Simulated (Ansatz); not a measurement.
# Direct or indirect: ZnH2S2 (P-3m1)

```
Zn S H
1.0
     3.90245    0.00000    0.00000
    -1.95122    3.37962    0.00000
     0.00000    0.00000    6.27465
Zn S H
1 2 2
Direct
  0.00000 0.00000 0.00000
  0.66667 0.33333 0.80885
  0.33333 0.66667 0.19115
  0.66667 0.33333 0.59262
  0.33333 0.66667 0.40738
```

Method: Ansatz, PBE, independent particles, without spin-orbit coupling, line width 0.1 eV (Gaussian). The band structure gives a fundamental gap of 2.23 eV. The spectrum of vertical transitions near the edge:

| E (eV) | Im ε, E ∥ xy | Im ε, E ∥ z |
| --- | --- | --- |
| 1.74 | 0.00 | 0.00 |
| 1.86 | 0.00 | 0.00 |
| 1.98 | 0.00 | 0.00 |
| 2.10 | 0.00 | 0.00 |
| 2.22 | 0.00 | 0.00 |
| 2.34 | 0.00 | 0.00 |
| 2.46 | 0.00 | 0.00 |
| 2.58 | 0.06 | 0.00 |
| 2.70 | 0.33 | 0.00 |
| 2.82 | 0.70 | 0.00 |
| 2.94 | 1.02 | 0.01 |
| 3.06 | 1.31 | 0.02 |
| 3.18 | 1.53 | 0.05 |
| 3.30 | 1.67 | 0.08 |
| 3.42 | 1.77 | 0.12 |
| 3.54 | 1.85 | 0.16 |
| 3.66 | 1.91 | 0.21 |
| 3.78 | 2.20 | 0.27 |
| 3.90 | 2.93 | 0.35 |

(1) Is the gap direct or indirect, and about where do vertical transitions set in?

Results:

(1) Indirect, by the band path, whose least direct gap is 2.65 eV. The curves fit this: they stay near zero above 2.23 eV and rise only from about 2.7 eV, though a forbidden direct transition would look alike. Lines are broadened by 0.1 eV, which spreads the edge, and phonons, which would give weak absorption from the fundamental gap up, are left out.

Note: cells built here by substitution need not match a known phase.

[Logs are printed without paths, hosts, clocks, repeated set-up lines and the standing remarks that a program may print on its own settings, such as how far it seeks lower states.]
